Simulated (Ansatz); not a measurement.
# Au(111) with 4 thermally displaced layers, 2x2: scattering by thermal displacements, part 2 of 2

Wanted: the phonon-limited resistivity of Au at 180 K by the Landauer route.

Ansatz 0.2.0; Ansatz plane-wave DFT, PBE, PAW files; ballistic transport by layer matching (Landauer), zero bias; PAW set soft_1.

So far. Step 3 (With 8 displaced layers): Over the solved energies the transmission per spin lies between 3.10 and 3.11, out of 3.21 channels of the lead on average (up to 3.21).

### 4. With 12 displaced layers

Each atom of 12 layers is moved at random, by amounts drawn from a normal law 0.0707 Å wide in each direction from the Debye model (165 K) at 180 K. A fresh draw is used; the growth of the resistance with length is what counts.

System of this step: Au(111) with 12 thermally displaced layers, 2x2. The cell holds 72 atoms: 72 Au. Cell: a = 5.768 Å, b = 5.768 Å, c = 42.382 Å, α = 90.0°, β = 90.0°, γ = 120.0°. It derives from Au. Regions: lead, 24 atoms (24 Au); scattering region, 48 atoms (48 Au). The structure is stacked along c, and the current runs across the ab planes.

input.yaml reads:

```yaml
crystal:
  lattice:
    - [5.7675164607, 0.0, 0.0]
    - [-2.8837582304, 4.9948157718, 0.0]
    - [0.0, 0.0, 42.3824172358]
  atoms:
    - { symbol: Au, position: [0.0, 0.0, 0.0277777778] }
    - { symbol: Au, position: [0.0, 0.5, 0.0277777778] }
    - { symbol: Au, position: [0.5, 0.0, 0.0277777778] }
    - { symbol: Au, position: [0.5, 0.5, 0.0277777778] }
    - { symbol: Au, position: [0.1666666667, 0.3333333333, 0.0833333333] }
    - { symbol: Au, position: [0.1666666667, 0.8333333333, 0.0833333333] }
    - { symbol: Au, position: [0.6666666667, 0.3333333333, 0.0833333333] }
    - { symbol: Au, position: [0.6666666667, 0.8333333333, 0.0833333333] }
    - { symbol: Au, position: [0.3333333333, 0.1666666667, 0.1388888889] }
    - { symbol: Au, position: [0.3333333333, 0.6666666667, 0.1388888889] }
    - { symbol: Au, position: [0.8333333333, 0.1666666667, 0.1388888889] }
    - { symbol: Au, position: [0.8333333333, 0.6666666667, 0.1388888889] }
    - { symbol: Au, position: [0.9926345315, 0.9986897874, 0.1948641464] }
    - { symbol: Au, position: [0.9822321988, 0.472772395, 0.1943238727] }
    - { symbol: Au, position: [0.5104369826, 0.0153495535, 0.1954083518] }
    - { symbol: Au, position: [0.486989341, 0.4897557427, 0.1977982267] }
    - { symbol: Au, position: [0.18890226, 0.35925534, 0.2535520253] }
    - { symbol: Au, position: [0.1593654283, 0.8387863945, 0.2507642466] }
    - { symbol: Au, position: [0.6773612012, 0.3410033604, 0.2503370377] }
    - { symbol: Au, position: [0.6581679659, 0.8120671072, 0.2497241021] }
    - { symbol: Au, position: [0.325061599, 0.1684512931, 0.3047756638] }
    - { symbol: Au, position: [0.3467114891, 0.6782597781, 0.3060704706] }
    - { symbol: Au, position: [0.8378665851, 0.1679822243, 0.3048086052] }
    - { symbol: Au, position: [0.8278092762, 0.6596513444, 0.3062027385] }
    - { symbol: Au, position: [0.0042867643, 0.0082275345, 0.358894856] }
    - { symbol: Au, position: [0.0054845067, 0.4892048777, 0.3598862899] }
    - { symbol: Au, position: [0.4935927734, 0.9920259138, 0.3615967232] }
    - { symbol: Au, position: [0.4853934628, 0.4848627272, 0.3597002676] }
    - { symbol: Au, position: [0.18306169, 0.3339597611, 0.4147191649] }
    - { symbol: Au, position: [0.1557580028, 0.8113106314, 0.4196517576] }
    - { symbol: Au, position: [0.6513682814, 0.3401095488, 0.4175734628] }
    - { symbol: Au, position: [0.6510180456, 0.8375834156, 0.418330002] }
    - { symbol: Au, position: [0.3409118978, 0.1703610636, 0.4738053653] }
    - { symbol: Au, position: [0.3376865062, 0.6714283948, 0.4720108607] }
    - { symbol: Au, position: [0.8344156496, 0.1533424145, 0.4735429249] }
    - { symbol: Au, position: [0.8194210363, 0.6512296735, 0.4728314767] }
    - { symbol: Au, position: [0.0275573731, 0.0136114923, 0.5269176468] }
    - { symbol: Au, position: [0.0053421449, 0.4935711719, 0.5275709068] }
    - { symbol: Au, position: [0.4846985759, 0.9672023371, 0.5280974013] }
    - { symbol: Au, position: [0.4824439756, 0.4901290934, 0.5253184172] }
    - { symbol: Au, position: [0.1414018208, 0.3199824682, 0.584710473] }
    - { symbol: Au, position: [0.186910014, 0.8329765829, 0.5851544979] }
    - { symbol: Au, position: [0.6498999578, 0.306271471, 0.5835834021] }
    - { symbol: Au, position: [0.6690959625, 0.8272667397, 0.5838374592] }
    - { symbol: Au, position: [0.3342412274, 0.1544460868, 0.6364254521] }
    - { symbol: Au, position: [0.3291276167, 0.663679338, 0.6383006281] }
    - { symbol: Au, position: [0.8576465423, 0.1910904689, 0.6381938998] }
    - { symbol: Au, position: [0.8485589497, 0.6799845067, 0.6400784712] }
    - { symbol: Au, position: [0.0100850428, 0.9944906818, 0.6956784803] }
    - { symbol: Au, position: [0.0305028545, 0.5113749978, 0.6934104293] }
    - { symbol: Au, position: [0.5163829154, 0.0178675979, 0.6950599329] }
    - { symbol: Au, position: [0.5040143415, 0.5218406003, 0.6923597674] }
    - { symbol: Au, position: [0.1727229922, 0.333104386, 0.7480089029] }
    - { symbol: Au, position: [0.1840762149, 0.8382572977, 0.7480537194] }
    - { symbol: Au, position: [0.6709880182, 0.3272245063, 0.7468260489] }
    - { symbol: Au, position: [0.6600874606, 0.8370636128, 0.7510603858] }
    - { symbol: Au, position: [0.3356823975, 0.1673059275, 0.8063395236] }
    - { symbol: Au, position: [0.3390765117, 0.6833251584, 0.8058034976] }
    - { symbol: Au, position: [0.8407633217, 0.1743210787, 0.8037921424] }
    - { symbol: Au, position: [0.8354575649, 0.6883020147, 0.8061148681] }
    - { symbol: Au, position: [0.0, 0.0, 0.8611111111] }
    - { symbol: Au, position: [0.0, 0.5, 0.8611111111] }
    - { symbol: Au, position: [0.5, 0.0, 0.8611111111] }
    - { symbol: Au, position: [0.5, 0.5, 0.8611111111] }
    - { symbol: Au, position: [0.1666666667, 0.3333333333, 0.9166666667] }
    - { symbol: Au, position: [0.1666666667, 0.8333333333, 0.9166666667] }
    - { symbol: Au, position: [0.6666666667, 0.3333333333, 0.9166666667] }
    - { symbol: Au, position: [0.6666666667, 0.8333333333, 0.9166666667] }
    - { symbol: Au, position: [0.3333333333, 0.1666666667, 0.9722222222] }
    - { symbol: Au, position: [0.3333333333, 0.6666666667, 0.9722222222] }
    - { symbol: Au, position: [0.8333333333, 0.1666666667, 0.9722222222] }
    - { symbol: Au, position: [0.8333333333, 0.6666666667, 0.9722222222] }
kpoints:
  mp_grid: { grid: [5, 5, 1] }
hamiltonian:
  xc: pbe
  pseudopotentials: { kind: paw, azcp: { folder: soft_1 } }
scf:
  occupations: { method: fermi_dirac, width: 0.1 }
output:
  transmission:
    leads: [[0, 4]]
    kmesh: [10, 10]
    e_range: [-0.05, 0.05]
    de: 0.05
  write_potential: true
  write_density: true
  volumetric_format: npy
```

Started as:

```console
$ ansatz run input.yaml --threads 4 --pin off --max-ram 15360MiB --backend cpu --events-out ev --progress --plain --runs-dir out
```

Numbers of over 12 decimals in the logs are rounded to 6 here.

The log of the run:

```text
[...]
Crystal: 72 atoms, lattice volume = 1220.939 Å³
Basis set: ecut = 420 eV, 23937 PW (Γ)
Bands: 821, of which v1, the nominal top of the filled ones, is band 684 counted from 1 (683 counted from 0)
Symmetry: 1 space group operations
[...]
k-points: 13 of 25 (time reversal used)
[...]
SCF iter   1: F=—  HF=-946900.432086 eV  |F-HF|=—  |Δ(HF+E_count)|=         —  Δρ=6.74e-2  dr2=6.10e1  ethr=3.10e-3  ⟨swp⟩=4.0  Hψ=31744  notcnv=0  defer=217
[...]
SCF iter  11: F=-946882.550041 eV  HF=-946882.550041 eV  |F-HF|=1.80e-8  |Δ(HF+E_count)|=   4.54e-9  Δρ=6.03e-7  dr2=2.14e-8  ethr=7.31e-12  ⟨swp⟩=8.7  Hψ=40585  notcnv=0
SCF 1 converged in 11 iterations: F = -946882.550041 eV  dr2 = 2.14e-8
[...]
transmission: 278 of 2756 steps passed
transmission: 552 of 2756 steps passed
[...]
transmission: 2756 of 2756 steps passed
SCF converged after 11 iterations
Free energy (F): -946882.550041 eV
[...]
Internal energy: -946881.753948 eV  (E = F + TS)
E sigma→0 (E₀):  -946882.151995 eV
Entropy (-TS):   -0.796093 eV (-11.057 meV/atom)
Fermi energy:    20.711474 eV
[...]
--- Band table (eV; the first three rows and the last of 13) ---
  k-point 0: bands = [... 680 lower, 20.9060, 21.3147, 21.3545, 21.3592, 21.3753, 21.3858, 21.4069, 21.6118, ... 133 higher]
  k-point 1: bands = [... 680 lower, 20.4426, 20.5558, 20.5643, 20.6990, 20.7070, 20.8107, 20.8227, 20.9257, ... 133 higher]
  k-point 2: bands = [... 680 lower, 20.4972, 20.5135, 20.5848, 20.5943, 20.7222, 20.7627, 20.7925, 20.8106, ... 133 higher]
  k-point 12: bands = [... 680 lower, 19.9470, 20.3392, 20.3525, 20.7451, 20.7636, 21.0274, 21.0384, 21.4737, ... 133 higher]
--- Transmission ---
  basis      : 253 plane waves across, 53 finite elements along
  points     : 52, standing for a mesh of 10 x 10
[...]
channels       : 3.210000e0 a spin
[...]
junction   : crystal 0 to crystal 0, 0.70 to 40.73 Å
    transmission   : 3.032810e0 a spin
[...]
```

Wall time 37 min (4 threads of Arm Neoverse V2, shared host); peak memory 9.8 GiB; 2.4 h of CPU time.

This step gave:

* free energy: -946882.5500 eV
* energy at zero smearing: -946882.1520 eV
* Fermi energy: 20.71 eV
* transmission per spin nearest the Fermi level: 3.033
* step of the lead's potential: 5.8 meV

Per spin. The transmission, zone mean by energy, zero at the Fermi level:

| energy (eV) | transmission, zone mean |
| --- | --- |
| -0.0500 | 3.02 |
| 0.0000 | 3.03 |
| 0.0500 | 3.04 |

Over the solved energies the transmission per spin lies between 3.02 and 3.04, out of 3.21 channels of the lead on average (up to 3.21).

### 5. The fit

This step: Ansatz plane-wave DFT, PBE, PAW files; ballistic transport by layer matching (Landauer), zero bias; resistivity from the slope of the area resistance; PAW set soft_1 (Ansatz 0.2.0).

Numbers from this step:

- resistivity: 2.735 µΩ cm
- intercept: -0.009211 fΩ m²
- scatter about the fit: 0.001458 fΩ m²

Resistance, by row:

| run | length (Å) | T | channels N | RA (fΩ m²) |
| --- | --- | --- | --- | --- |
| n4 | 9.418 | 3.162 | 3.21 | 0.01758 |
| n8 | 18.84 | 3.102 | 3.21 | 0.04024 |
| n12 | 28.25 | 3.029 | 3.21 | 0.06908 |

Area resistance against length of the displaced region:

| length of the displaced region (Å) | area resistance (fΩ m²) |
| --- | --- |
| 9.42 | 0.0176 |
| 18.84 | 0.0402 |
| 28.25 | 0.0691 |

The area resistance goes from 0.018 to 0.069 fΩ m² between 9.4 and 28.3 Å, a slope of 2.7 µΩ cm.

By hand from the end points: (0.06908 − 0.01758) fΩ m² / (28.25 − 9.42) Å = 2.7 µΩ cm, since 1 fΩ m² per Å is 1000 µΩ cm.

### 6. Outcome

* resistivity from the slope: 2.73 µΩ cm
* area resistance over 9.42 Å: 0.0176 fΩ m²
* area resistance over 18.8 Å: 0.0402 fΩ m²
* area resistance over 28.3 Å: 0.0691 fΩ m²

The slope gives 2.7 µΩ cm. The points scatter by 0.0015 fΩ m² about the line, with one random draw a length in a 2x2 cell, so the slope is a rough value. The mean square of the displacements drawn is 0.75, 0.94 and 0.81 of the nominal one at the three lengths; with each resistance scaled back by that, the slope is 3.3 µΩ cm, the value used below. Read with a model of isotropic scattering on a spherical Fermi surface and the lead's 0.86×10¹⁵ S/m², this slope means a mean free path near 320 Å; over these lengths the model's slope is 1.21 times its bulk resistivity, which would be 2.7 µΩ cm. Uncorrelated displacements put too much weight on short waves, which scatter strongly; with the sideways repeat of a small cell, one draw and three short lengths, the method is good to a factor of two or three. Spin-orbit coupling is left out, which matters for Au.

[Logs are printed without paths, hosts, clocks, repeated set-up lines and the standing remarks that a program may print on its own settings, such as how far it seeks lower states.]

[Hosts, paths, dates, database ids (printed as entryN), source tags and the programs' standing remarks are cut or masked in the printed files.]
